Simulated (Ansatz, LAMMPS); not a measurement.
## Neighbourhoods of single atoms in aqueous N(CH3)4+ and OH-, 1.2 mol of salt per kg of water, relaxed from a frame at 280 K (163 atoms)

Density of this cell: 1.00 g/cm³. The cell holds 163 atoms: 4 C, 1 N, 109 H and 49 O. Cell: a = 11.657 Å, b = 11.657 Å, c = 11.657 Å, α = 90.0°, β = 90.0°, γ = 90.0°. The starting structure: 48 H2O, 1 N(CH3)4+, 1 OH- placed at random, at 1 g/cm³; overlaps pushed apart, then 10 ps at 420 K with MMFF94 bonds, angles, torsions, charges and radii (Halgren, J. Comput. Chem. 17, 490 (1996)) in harmonic and 12-6 forms; SPC/E water (Berendsen, Grigera and Straatsma, J. Phys. Chem. 91, 6269 (1987)). Snapshot after 20 ps at 280 K and fixed volume.

Computed with Ansatz 0.2.0: Kohn-Sham DFT, PBE+D3(BJ), PAW (set soft_2), plane waves; cutoff 420 eV, Γ point, fixed occupations. Geometry: the relaxed geometry.

The whole cell was solved; only parts of it are printed.

Local excerpt of 22 atoms (numbers count through the whole input) about N2, the only N atom; x, y, z are measured from there.

| atom | x | y | z | distance (Å) | bonds | Löwdin charge (e) |
| --- | --- | --- | --- | --- | --- | --- |
| N2 | 0.00 | 0.00 | 0.00 | 0.00 | 4 | 0.16 |
| C1 | -0.77 | 1.21 | -0.43 | 1.50 | 4 | -0.35 |
| C4 | -0.45 | -0.40 | 1.37 | 1.50 | 4 | -0.36 |
| C5 | 1.47 | 0.32 | 0.01 | 1.50 | 4 | -0.35 |
| C3 | -0.25 | -1.13 | -0.95 | 1.50 | 4 | -0.35 |
| H14 | 0.20 | -1.21 | 1.72 | 2.11 | 1 | 0.21 |
| H6 | -0.59 | 2.01 | 0.30 | 2.11 | 1 | 0.22 |
| H13 | -1.49 | -0.73 | 1.31 | 2.11 | 1 | 0.22 |
| H12 | -0.38 | 0.48 | 2.03 | 2.11 | 1 | 0.21 |
| H11 | -1.32 | -1.33 | -0.98 | 2.12 | 1 | 0.22 |
| H16 | 1.76 | 0.63 | -0.99 | 2.12 | 1 | 0.22 |
| H7 | -1.83 | 0.97 | -0.46 | 2.12 | 1 | 0.22 |
| H9 | 0.12 | -0.85 | -1.94 | 2.12 | 1 | 0.21 |
| H15 | 2.02 | -0.57 | 0.32 | 2.12 | 1 | 0.22 |
| H17 | 1.65 | 1.13 | 0.73 | 2.13 | 1 | 0.22 |
| H8 | -0.42 | 1.52 | -1.43 | 2.13 | 1 | 0.21 |
| H10 | 0.27 | -2.03 | -0.59 | 2.13 | 1 | 0.23 |
| O123 | 2.01 | -2.07 | 2.70 | 3.95 | 2 | -0.71 |
| H124 | 2.77 | -2.15 | 2.05 | 4.06 | 1 | 0.38 |
| O48 | -1.84 | 2.42 | 2.71 | 4.07 | 2 | -0.71 |
| O138 | -2.82 | -2.84 | 0.76 | 4.08 | 2 | -0.71 |
| H50 | -2.67 | 2.03 | 2.33 | 4.08 | 1 | 0.39 |

The column of bonds counts only the pairs H-O within 1.21 Å, H-C within 1.34 Å, C-N within 1.79 Å; other neighbours, such as metal atoms beside each other in a compound, aren't counted, and periodic images can show an atom twice.

Neighbours are counted within 1.21 Å (H-O), 1.34 Å (H-C), 1.79 Å (C-N), the cutoffs taken from the relaxation.

Length of the force by element and coordination:

| element | coordination | atoms | mean length of the force (eV/Å) | spread | least | most |
| --- | --- | --- | --- | --- | --- | --- |
| C | all | 4 | 0.0143 | 0.005 | 0.0096 | 0.0227 |
| H | all | 109 | 0.0083 | 0.0066 | 4.0e-4 | 0.0354 |
| N | all | 1 | 0.0259 | 0 | 0.0259 | 0.0259 |
| O | all | 49 | 0.0109 | 0.0065 | 0.0016 | 0.0352 |
| O | 1 | 1 | 0.0161 | 0 | 0.0161 | 0.0161 |
| O | 2 | 48 | 0.0107 | 0.0065 | 0.0016 | 0.0352 |

Löwdin charges by element and coordination (they lack the spilled electrons, 0.029 e an atom on average):

| element | coordination | atoms | mean charge (e) | spread | least | most |
| --- | --- | --- | --- | --- | --- | --- |
| C | all | 4 | -0.350 | 0.0057 | -0.36 | -0.346 |
| H | all | 109 | 0.367 | 0.0527 | 0.211 | 0.414 |
| N | all | 1 | 0.156 | 0 | 0.156 | 0.156 |
| O | all | 49 | -0.694 | 0.0202 | -0.807 | -0.669 |
| O | 1 | 1 | -0.807 | 0 | -0.807 | -0.807 |
| O | 2 | 48 | -0.692 | 0.0121 | -0.717 | -0.669 |

The network of contacts between molecules at the start is that of the classical potential that made the cell, and needn't be the one that DFT or experiment would give. The density was typed from a rule of thumb and may lie off the real one at this temperature. Only the Γ point is sampled, in a cell whose shortest periodic width is 12 Å. The Löwdin charges lack the electrons that the projection spills, 0.029 e an atom on average.

[Hosts, paths, dates, database ids (printed as entryN), source tags and the programs' standing remarks are cut or masked in the printed files.]

[The MMFF94 radii named for the starting cell were scaled by 0.96; in molecules described by MMFF94, hydrogen bound to N, O or S took a small fixed 12-6 site in their place.]
